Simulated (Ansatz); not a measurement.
An input for Ansatz 0.2.0 (LaVO4 (P2_1/c)):

```yaml
crystal:
  lattice:
    - [6.725, 0.0, 0.0]
    - [0.0, 7.2827, 0.0]
    - [-4.9123006198, 0.0, 6.8121466218]
  atoms:
    - { symbol: La, position: [0.827399, 0.157198, 0.723776] }
    - { symbol: La, position: [0.172601, 0.657198, 0.776224] }
    - { symbol: La, position: [0.172601, 0.842802, 0.276224] }
    - { symbol: La, position: [0.827399, 0.342802, 0.223776] }
    - { symbol: V, position: [0.31429, 0.16481, 0.69917] }
    - { symbol: V, position: [0.68571, 0.66481, 0.80083] }
    - { symbol: V, position: [0.68571, 0.83519, 0.30083] }
    - { symbol: V, position: [0.31429, 0.33519, 0.19917] }
    - { symbol: O, position: [0.8171, 0.4979, 0.7446] }
    - { symbol: O, position: [0.1829, 0.9979, 0.7554] }
    - { symbol: O, position: [0.1829, 0.5021, 0.2554] }
    - { symbol: O, position: [0.8171, 0.0021, 0.2446] }
    - { symbol: O, position: [0.6098, 0.2795, 0.3821] }
    - { symbol: O, position: [0.3902, 0.7795, 0.1179] }
    - { symbol: O, position: [0.3902, 0.7205, 0.6179] }
    - { symbol: O, position: [0.6098, 0.2205, 0.8821] }
    - { symbol: O, position: [0.6587, 0.895, 0.4829] }
    - { symbol: O, position: [0.3413, 0.395, 0.0171] }
    - { symbol: O, position: [0.3413, 0.105, 0.5171] }
    - { symbol: O, position: [0.6587, 0.605, 0.9829] }
    - { symbol: O, position: [0.8898, 0.8436, 0.8857] }
    - { symbol: O, position: [0.1102, 0.3436, 0.6143] }
    - { symbol: O, position: [0.1102, 0.1564, 0.1143] }
    - { symbol: O, position: [0.8898, 0.6564, 0.3857] }
kpoints:
  mp_grid: { grid: [2, 2, 2] }
hamiltonian:
  xc: r2scan
scf:
  occupations: { method: fixed }
gw:
  n_empty_bands: 995
  ecut_chi: 120.0
  qp_bands: [v4, c4]
  qp_kpoints: band_edges
  screening: { model: contour_deformation }
```

```sh
ansatz run input.yaml --threads 24 --pin off --max-ram 82944MiB --backend cuda --events-out ev --progress --plain --runs-dir out --devices 1 --max-vram 78GiB
```

Q: How long will it take on 1 × NVIDIA GB200 (shared by 2 runs) with 24 threads of Arm Neoverse V2, shared host, and how much memory?

It took 22 s; on shared hardware allow 11 s to 43 s. Peak host memory was 5.2 GiB. The sizes that set the cost: 8465 plane waves a state, 8 irreducible k points, 1091 bands summed, 987 plane waves in the screening and 11 SCF cycles.

The screening grows as filled bands × empty bands × pairs of k points, times the square of the screening basis for the matrix.

[Paths, hosts, dates, memory and timing lines, banners, echoed tables and standing remarks are left out of the program output.]

[Logs are printed without paths, hosts, clocks, repeated set-up lines and the standing remarks that a program may print on its own settings, such as how far it seeks lower states.]

[Runs of the session that timed out or met a known fault of the program may be left out.]

[Cells called generated may have been cut or substituted from an entry of the Crystallography Open Database or the Materials Project.]

[Hosts, paths, dates, database ids (printed as entryN), source tags and the programs' standing remarks are cut or masked in the printed files.]
